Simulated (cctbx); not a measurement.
# Rb2AgSn2 across an absorption edge

Space group I4_1/amd (no. 141, origin choice 1), a = 5.8100 Å, b = 5.8100 Å, c = 26.3480 Å, α = 90.00°, β = 90.00°, γ = 90.00°.

| atom | mult. | x | y | z | Ueq (Å²) |
| --- | --- | --- | --- | --- | --- |
| Sn1 | 8 | 0 | 0 | 0.1708 | 0.0161 |
| Ag1 | 4 | 1/2 | 1/2 | 0 | 0.0193 |
| Rb1 | 8 | 1/2 | 1/2 | 0.1740 | 0.0191 |

The model was made for the exercise: a known structure type with other elements put in, its volume estimated, not relaxed; displacement parameters are assumed.

Calculated with cctbx: free-atom f′ and f″ from the Sasaki tables, no fine structure; amplitudes in electrons.

| E (eV) | F 2 2 0 | F 3 0 1 | F 1 0 3 | F 0 2 4 |
| --- | --- | --- | --- | --- |
| 14600 | 583.6 | 52.5 | 203.7 | 49.5 |
| 14950 | 577.2 | 50.5 | 207.9 | 47.5 |
| 15080 | 571.8 | 48.8 | 211.7 | 45.7 |
| 15140 | 566.6 | 47.2 | 215.4 | 44.0 |
| 15170 | 561.5 | 45.6 | 219.2 | 42.2 |
| 15185 | 556.4 | 44.0 | 223.0 | 40.5 |
| 15192 | 551.9 | 42.5 | 226.3 | 38.9 |
| 15196 | 547.2 | 41.0 | 229.9 | 37.3 |
| 15204 | 545.9 | 40.9 | 231.8 | 37.7 |
| 15208 | 552.1 | 42.9 | 227.1 | 39.7 |
| 15215 | 557.3 | 44.5 | 223.2 | 41.5 |
| 15230 | 562.8 | 46.3 | 219.0 | 43.3 |
| 15260 | 568.3 | 48.0 | 214.8 | 45.2 |
| 15350 | 575.5 | 50.3 | 209.3 | 47.6 |
| 15600 | 582.8 | 52.7 | 203.2 | 50.2 |

**Question.** Which edge is crossed, and why do the reflections move as they do?

The K edge of Rb. The edge is at 15200 eV. f′ of Rb falls from -4.4 e at 15080 eV to -7.7 e at 4 eV below it, and f″ steps from 0.51 to 3.78 e across it. Over that approach |F| changes by -4 % (2 2 0), -16 % (3 0 1), +9 % (1 0 3) and -18 % (0 2 4): a reflection falls where Rb scatters in phase with the total and rises where it scatters against it; it hardly moves where the Rb term is small or cancels by symmetry. Above the edge the larger f″ enters the imaginary part, where it can add to or cancel the other atoms' f″. The structure is centrosymmetric, so Friedel mates stay equal.
